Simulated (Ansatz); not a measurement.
# Work function of Ca(100): what the settings cost and change, part 2 of 2

How far do cutoff, k-mesh and smearing move the work function of Ca(100)?

Ansatz 0.2.0; plane-wave DFT, PBE, Ansatz PAW.

So far. Step 8 (Slab): The work function is 2.774 eV, -0.005 eV from the run “cutoff 420 eV”, at 0.49 times its CPU time.

## Step 9: Run

Input file input.yaml:

```yaml
crystal:
  lattice:
    - [3.945655839, 0.0, 0.0]
    - [0.0, 3.945655839, 0.0]
    - [0.0, 0.0, 34.74]
  atoms:
    - { symbol: Ca, position: [0.0, 0.0, 0.2590673575] }
    - { symbol: Ca, position: [0.5, 0.5, 0.3393782383] }
    - { symbol: Ca, position: [0.0, 0.0, 0.4196891192] }
    - { symbol: Ca, position: [0.5, 0.5, 0.5] }
    - { symbol: Ca, position: [0.0, 0.0, 0.5803108808] }
    - { symbol: Ca, position: [0.5, 0.5, 0.6606217617] }
    - { symbol: Ca, position: [0.0, 0.0, 0.7409326425] }
kpoints:
  mp_grid: { grid: [15, 15, 1] }
hamiltonian:
  xc: pbe
scf:
  occupations: { method: fermi_dirac, width: 0.1 }
  convergence: { dr2_threshold: 1.0e-09 }
efield:
  axis: 3
  dipole_correction: true
  ramp_position: 0.97
  ramp_width: 0.06
output:
  write_potential: true
  write_density: true
  volumetric_format: npy
```

Command:

```sh
$ ansatz run input.yaml --threads 2 --pin off --max-ram 3072MiB --backend cpu --events-out ev --progress --plain --runs-dir out
```

Numbers of over 12 decimals in the logs are rounded to 6 here.

What it wrote:

```text
[...]
Crystal: 7 atoms, lattice volume = 540.839 Å³
Basis set: ecut = 420 eV, 10629 PW (Γ)
Bands: 42, of which v1, the nominal top of the filled ones, is band 35 counted from 1 (34 counted from 0)
Symmetry: 8 space group operations
k-points: 36 of 225
[...]
k-point 0: bands = [... 31 lower, -1.1360, -0.4681, 0.2248, 0.8200, 1.9865, 2.0256, 2.1449, 2.2233, ... 10 higher]
  k-point 1: bands = [... 31 lower, -1.0910, -0.4249, 0.2662, 0.8602, 2.0040, 2.0447, 2.1461, 2.2227, ... 10 higher]
  k-point 2: bands = [... 31 lower, -0.9578, -0.2977, 0.3877, 0.9777, 2.0495, 2.0697, 2.1617, 2.2010, ... 10 higher]
  k-point 35: bands = [... 31 lower, 1.3789, 1.5173, 1.6086, 1.6935, 2.0898, 2.0965, 2.1002, 2.1010, ... 10 higher]
[key lines of the parts left out:]
SCF converged after 10 iterations
Free energy (F): -12717.258194 eV
Fermi energy:    1.532984 eV
Dipole field:    D = -0.000000 V/Å  (p = -0.000000 e·Å, saw-weighted, corrected)
Work function:   Φ+ = 2.7823 eV   Φ− = 2.7823 eV
```

Elapsed: 2.5 min, on 2 threads of Arm Neoverse N1, shared host; peak memory 1.3 GiB; 5 min of CPU time.

The work function is 2.782 eV, +0.003 eV from the run “cutoff 420 eV”, at 1.8 times its CPU time.

## Step 10: Run

input.yaml: that of step 9 with these lines changed.

```diff
@@ -14,3 +14,3 @@
 kpoints:
-  mp_grid: { grid: [15, 15, 1] }
+  mp_grid: { grid: [10, 10, 1] }
 hamiltonian:
@@ -18,3 +18,3 @@
 scf:
-  occupations: { method: fermi_dirac, width: 0.1 }
+  occupations: { method: gaussian, width: 0.05 }
   convergence: { dr2_threshold: 1.0e-09 }
```

What it wrote:

```text
[...]
Crystal: 7 atoms, lattice volume = 540.839 Å³
Basis set: ecut = 420 eV, 10629 PW (Γ)
Bands: 42, of which v1, the nominal top of the filled ones, is band 35 counted from 1 (34 counted from 0)
Symmetry: 8 space group operations
k-points: 21 of 100
[...]
k-point 0: bands = [... 31 lower, -1.1286, -0.4635, 0.2324, 0.8256, 1.9877, 2.0265, 2.1505, 2.2324, ... 3 higher]
  k-point 1: bands = [... 31 lower, -1.0276, -0.3669, 0.3249, 0.9153, 2.0259, 2.0645, 2.1538, 2.2264, ... 3 higher]
  k-point 2: bands = [... 31 lower, -0.7349, -0.0896, 0.5878, 1.1685, 1.9937, 2.0741, 2.1474, 2.2491, ... 3 higher]
  k-point 20: bands = [... 31 lower, 1.3804, 1.5847, 1.6197, 1.7289, 2.1034, 2.1034, 2.1037, 2.1037, ... 3 higher]
[key lines of the parts left out:]
SCF converged after 11 iterations
Free energy (F): -12717.108910 eV
Fermi energy:    1.548188 eV
Dipole field:    D = 0.000001 V/Å  (p = 0.000002 e·Å, saw-weighted, corrected)
Work function:   Φ+ = 2.7542 eV   Φ− = 2.7542 eV
```

Run time: 65 s. Hardware: 2 threads; peak memory 0.85 GiB.

The work function is 2.754 eV, -0.025 eV from the run “cutoff 420 eV”, at 0.78 times its CPU time.

## Step 11: Run

input.yaml: that of step 10 with these lines changed.

```diff
@@ -18,3 +18,3 @@
 scf:
-  occupations: { method: gaussian, width: 0.05 }
+  occupations: { method: methfessel_paxton, width: 0.2 }
   convergence: { dr2_threshold: 1.0e-09 }
```

What it wrote:

```text
[...]
Crystal: 7 atoms, lattice volume = 540.839 Å³
Basis set: ecut = 420 eV, 10629 PW (Γ)
Bands: 42, of which v1, the nominal top of the filled ones, is band 35 counted from 1 (34 counted from 0)
Symmetry: 8 space group operations
k-points: 21 of 100
[...]
k-point 0: bands = [... 31 lower, -1.1319, -0.4649, 0.2291, 0.8236, 1.9871, 2.0258, 2.1473, 2.2260, ... 3 higher]
  k-point 1: bands = [... 31 lower, -1.0309, -0.3683, 0.3216, 0.9134, 2.0250, 2.0634, 2.1509, 2.2201, ... 3 higher]
  k-point 2: bands = [... 31 lower, -0.7383, -0.0910, 0.5847, 1.1664, 1.9911, 2.0694, 2.1445, 2.2468, ... 3 higher]
  k-point 20: bands = [... 31 lower, 1.3739, 1.5792, 1.6177, 1.7256, 2.0953, 2.0953, 2.0959, 2.0959, ... 3 higher]
[key lines of the parts left out:]
SCF converged after 10 iterations
Free energy (F): -12717.112061 eV
Fermi energy:    1.547057 eV
Dipole field:    D = 0.000000 V/Å  (p = 0.000000 e·Å, saw-weighted, corrected)
Work function:   Φ+ = 2.7600 eV   Φ− = 2.7600 eV
```

Elapsed: 66 s, on 2 threads; peak memory 0.85 GiB.

The work function is 2.760 eV, -0.019 eV from the run “cutoff 420 eV”, at 0.80 times its CPU time.

## Step 12: Slab

input.yaml: that of step 11 with these lines changed.

```diff
@@ -18,3 +18,3 @@
 scf:
-  occupations: { method: methfessel_paxton, width: 0.2 }
+  occupations: { method: fermi_dirac, width: 0.3 }
   convergence: { dr2_threshold: 1.0e-09 }
```

What it wrote:

```text
band count auto-derived: 52 (N_el = 70.0; filled up to band 35; 42 by the electrons, moments and atoms)
[...]
Crystal: 7 atoms, lattice volume = 540.839 Å³
Basis set: ecut = 420 eV, 10629 PW (Γ)
Bands: 52, of which v1, the nominal top of the filled ones, is band 35 counted from 1 (34 counted from 0)
Symmetry: 8 space group operations
k-points: 21 of 100
[...]
k-point 0: bands = [... 31 lower, -1.1881, -0.5189, 0.1738, 0.7663, 1.9725, 2.0162, 2.1061, 2.1979, ... 30 higher]
  k-point 1: bands = [... 31 lower, -1.0872, -0.4221, 0.2668, 0.8568, 2.0083, 2.0478, 2.1125, 2.1890, ... 30 higher]
  k-point 2: bands = [... 31 lower, -0.7946, -0.1444, 0.5316, 1.1123, 1.9458, 2.0351, 2.1128, 2.2290, ... 30 higher]
  k-point 20: bands = [... 31 lower, 1.3121, 1.5516, 1.5572, 1.6849, 2.0542, 2.0542, 2.0549, 2.0549, ... 30 higher]
[key lines of the parts left out:]
SCF converged after 10 iterations
Free energy (F): -12718.424022 eV
Fermi energy:    1.393833 eV
Dipole field:    D = 0.000000 V/Å  (p = 0.000000 e·Å, saw-weighted, corrected)
Work function:   Φ+ = 3.0293 eV   Φ− = 3.0293 eV
```

Run time: 1.9 min. Hardware: 2 threads; peak memory 1.2 GiB; 3.8 min of CPU time.

The work function is 3.029 eV, +0.250 eV from the run “cutoff 420 eV”, at 1.4 times its CPU time.

## Step 13: Run

input.yaml: that of step 12 with these lines changed.

```diff
@@ -18,3 +18,3 @@
 scf:
-  occupations: { method: fermi_dirac, width: 0.3 }
+  occupations: { method: cold, width: 0.1 }
   convergence: { dr2_threshold: 1.0e-09 }
```

What it wrote:

```text
[...]
Crystal: 7 atoms, lattice volume = 540.839 Å³
Basis set: ecut = 420 eV, 10629 PW (Γ)
Bands: 42, of which v1, the nominal top of the filled ones, is band 35 counted from 1 (34 counted from 0)
Symmetry: 8 space group operations
k-points: 21 of 100
[...]
k-point 0: bands = [... 31 lower, -1.1278, -0.4628, 0.2315, 0.8261, 1.9874, 2.0262, 2.1506, 2.2309, ... 3 higher]
  k-point 1: bands = [... 31 lower, -1.0268, -0.3662, 0.3240, 0.9158, 2.0256, 2.0642, 2.1539, 2.2249, ... 3 higher]
  k-point 2: bands = [... 31 lower, -0.7342, -0.0888, 0.5870, 1.1689, 1.9938, 2.0728, 2.1469, 2.2487, ... 3 higher]
  k-point 20: bands = [... 31 lower, 1.3766, 1.5850, 1.6193, 1.7301, 2.1012, 2.1012, 2.1016, 2.1016, ... 3 higher]
[key lines of the parts left out:]
SCF converged after 11 iterations
Free energy (F): -12717.104427 eV
Fermi energy:    1.554018 eV
Dipole field:    D = 0.000001 V/Å  (p = 0.000002 e·Å, saw-weighted, corrected)
Work function:   Φ+ = 2.7483 eV   Φ− = 2.7483 eV
```

It took 68 s on 2 threads; peak memory 0.85 GiB; 2.2 min of CPU time.

The work function is 2.748 eV, -0.031 eV from the run “cutoff 420 eV”, at 0.80 times its CPU time.

## Step 14: Side by side

Times are for 2 threads of Arm Neoverse N1, shared host. Results by setting:

```csv
no.,setting,"work function, upper face (eV)",time,memory (GiB)
1,cutoff 200 eV,2.822,30 s,0.46
2,cutoff 300 eV,2.780,46 s,0.67
3,cutoff 420 eV,2.779,82 s,0.95
4,cutoff 600 eV,2.780,2.1 min,1.4
5,mesh 2x2,2.548,8.9 s,0.62
6,mesh 3x3,2.772,14 s,0.57
7,mesh 7x7,2.774,44 s,0.74
8,mesh 15x15,2.782,2.5 min,1.3
9,Gaussian smearing 0.05 eV,2.754,65 s,0.85
10,methfessel_paxton smearing 0.2 eV,2.760,66 s,0.85
11,fermi_dirac smearing 0.3 eV,3.029,1.9 min,1.2
12,cold smearing 0.1 eV,2.748,68 s,0.85
```

## Step 15: The same run with other settings

This step: plane-wave DFT, PBE, Ansatz PAW, but for the change named below (Ansatz 0.2.0).

An input spoilt on purpose, to show how the run answers: it repeats the earlier run “cutoff 200 eV” with hamiltonian.xc from pbe to b3-lyp, and scf.max_iter set to 80; its output block differs too.

input.yaml: that of step 13 with these lines changed.

```diff
@@ -16,6 +16,7 @@
 hamiltonian:
-  xc: pbe
+  xc: b3-lyp
 scf:
-  occupations: { method: cold, width: 0.1 }
+  occupations: { method: fermi_dirac, width: 0.1 }
   convergence: { dr2_threshold: 1.0e-09 }
+  max_iter: 80
 efield:
@@ -25,2 +26,4 @@
   ramp_width: 0.06
+basis:
+  ecutwfc: "200 eV"
 output:
```

What it wrote:

```text
Error: YAML parse error: error: line 17 column 7: hamiltonian.xc: unknown variant `b3-lyp`, expected one of `lda`, `lda-pw`, `pw92`, `pbe`, `pbesol`, `rpbe`, `revpbe`, `blyp`, `pbe0`, `revpbe0`, `b3lyp`, `b3lyp5`, `hse06`, `wpbeh`, `hiss`, `lc_wpbe`, `cam_b3lyp`, `hf`, `r2scan`, `r2scanh`, `r2scan0`, `r2scan50`, `mr2scan`
  --> <input>:17:7
   |
15 |   mp_grid: { grid: [10, 10, 1] }
16 | hamiltonian:
17 |   xc: b3-lyp
   |       ^ hamiltonian.xc: unknown variant `b3-lyp`, expected one of `lda`, `lda-pw`, `pw92`, `pbe`, `pbesol`, `rpbe`, `revpbe`, `blyp`, `pbe0`, `revpbe0`, `b3lyp`, `b3lyp5`, `hse06`, `wpbeh`, `hiss`, `lc_wpbe`, `cam_b3lyp`, `hf`, `r2scan`, `r2scanh`, `r2scan0`, `r2scan50`, `mr2scan`
18 | scf:
19 |   occupations: { method: fermi_dirac, width: 0.1 }
   |
```

Wall time 0.02 s (2 threads); peak memory 0.07 GiB.

The program refused the input before any cycle.

The program's message: “Error: YAML parse error: error: line 17 column 7: hamiltonian.xc: unknown variant `b3-lyp`, expected one of `lda`, `lda-pw`, `pw92`, `pbe`, `pbesol`, `rpbe`, `revpbe`, `blyp`, `pbe0`, `revpbe0`, `b3ly …”

The fault put into the input: an unknown functional.

## Step 16: Summary of results

```json
{
 "work function, cutoff 420 eV": "2.779 eV",
 "work function, cutoff 600 eV": "2.780 eV",
 "work function, mesh 2x2": "2.548 eV",
 "work function, fermi_dirac smearing 0.3 eV": "3.029 eV"
}
```

The run at the highest cutoff gives 2.78 eV, and the settings tried spread the value from 2.55 to 3.03 eV. Against 600 eV, a cutoff of 200 eV is off by +0.042 eV. Against 600 eV, a cutoff of 420 eV is off by -0.000 eV. Against the finest mesh, 15 points along a, the coarser ones are off by -0.23 (2), -0.01 (3) and -0.01 (7) eV. The smearing schemes and widths spread it over 0.28 eV. The ladder's slabs use the tabulated experimental lattice constant (two decimals; a low-temperature value for the alkali metals).

[Logs are printed without paths, hosts, clocks, repeated set-up lines and the standing remarks that a program may print on its own settings, such as how far it seeks lower states.]

[Hosts, paths, dates, database ids (printed as entryN), source tags and the programs' standing remarks are cut or masked in the printed files.]

[Maps of the electrostatic potential energy from Ansatz leave out the sawtooth potential of an applied field or a dipole correction, so their vacuum need not be flat; planar profiles and work functions include it.]
